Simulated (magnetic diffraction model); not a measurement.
# Which magnetic order? HoBi2O4F

Space group P4/mmm (no. 123), a = 3.6660 Å, c = 8.6390 Å.

```
site  atom    x    y       z
  2h    Bi  1/2  1/2  0.2578
  1a    Ho    0    0       0
  1b     F    0    0     1/2
  4i     O    0  1/2  0.1452
```

This is a made-up structure (elements placed in a structure type, unrelaxed), so the numbers test the method and describe no known phase.

Only Ho is taken to order (form factors of Ho3+); orders and moment sizes are assumed, and not adapted to the symmetry. Radiation: neutrons of λ = 1.909 Å, 5° to 80°; isotropic B of 0.19 Å² (Bi), 0.15 Å² (Ho), 0.39 Å² (F) and 0.36 Å² (O). Simulated constant-wavelength pattern: nuclear and magnetic terms add, the magnetic one as |2.695 fm × Σ f S⊥ exp(2πi Q·r) exp(−B s²)|², summed over all Q at one angle with the factor 1/(sin²θ cos θ). For collinear order S is the moment m, which repeats by lattice and centring translations R with the sign exp(−2πi k·R). Free-ion form factors, Sears's scattering lengths of 1992, no absorption; a label names one of the reflections at its angle. The strongest nuclear line in the range is 100, and lines under 0.2 are left out.

Above the ordering temperature:

| 2θ (°) | index | I |
| --- | --- | --- |
| 12.69 | (0 0 1) | 56.3 |
| 25.53 | (0 0 2) | 4.8 |
| 30.18 | (1 0 0) | 1.0 |
| 32.86 | (1 0 1) | 1.5 |
| 38.72 | (0 0 3) | 7.0 |
| 39.94 | (1 0 2) | 93.6 |
| 43.21 | (1 1 0) | 2.5 |
| 45.22 | (1 1 1) | 12.5 |
| 50.86 | (1 1 2) | 0.4 |
| 52.46 | (0 0 4) | 1.6 |
| 59.40 | (1 1 3) | 34.4 |
| 61.72 | (1 0 4) | 0.5 |
| 62.76 | (2 0 0) | 66.8 |
| 64.33 | (2 0 1) | 11.0 |
| 67.07 | (0 0 5) | 0.3 |
| 68.90 | (2 0 2) | 3.4 |
| 70.23 | (1 1 4) | 100.0 |
| 71.21 | (2 1 0) | 0.5 |
| 72.68 | (2 1 1) | 0.8 |
| 75.28 | (1 0 5) | 1.6 |
| 76.23 | (2 0 3) | 9.0 |
| 77.03 | (2 1 2) | 65.5 |

Below it (cell unchanged):

```tsv
2θ (°)	I
12.69	56.3
25.53	4.8
30.18	48.4
32.86	68.2
38.72	7.0
39.94	123.1
43.21	23.7
45.22	47.5
49.86	11.6
50.86	21.6
52.46	1.6
59.40	45.4
61.72	5.1
62.76	75.5
64.33	26.7
67.07	0.3
68.90	15.1
70.23	105.4
71.21	13.3
72.68	24.4
75.28	3.6
76.23	16.8
77.03	84.0
```

**Question.** Find the propagation vector, then choose among these models:
A. collinear moments along [001], 9.5 μB on Ho
B. collinear moments along [010], 9.5 μB on Ho
C. collinear moments along [100], 9.5 μB on Ho

No line moves, and magnetic intensity falls on nuclear lines such as the one at 32.86°; new lines at (1 0 3) have whole indices that obey the lattice centring, at places with no nuclear intensity to speak of, so the magnetic cell equals the chemical primitive cell: k = 0.

Magnetic intensity, observed (below minus above) and for each model:

| 2θ (°) | index | observed | A | B | C |
| --- | --- | --- | --- | --- | --- |
| 12.69 | (0 0 1) | <0.2 | <0.2 | 145.3 | 145.3 |
| 25.53 | (0 0 2) | <0.2 | <0.2 | 34.0 | 34.0 |
| 30.18 | (1 0 0) | 47.4 | 47.4 | 23.7 | 23.7 |
| 32.86 | (1 0 1) | 66.7 | 66.7 | 45.3 | 45.3 |
| 38.72 | (0 0 3) | <0.2 | <0.2 | 13.6 | 13.6 |
| 45.22 | (1 1 1) | 35.0 | 35.0 | 20.6 | 20.6 |
| 49.86 | (1 0 3) | 11.6 | 11.6 | 24.5 | 24.5 |
| 61.72 | (1 0 4) | 4.7 | 4.7 | 15.8 | 15.8 |

Model A matches.

The absence at (0 0 1) is telling: Q lies along the moments there, so the part normal to Q vanishes.

The structure used: k = (0 0 0), collinear moments along [001], 9.5 μB on Ho.

[Logs are printed without paths, hosts, clocks, repeated set-up lines and the standing remarks that a program may print on its own settings, such as how far it seeks lower states.]
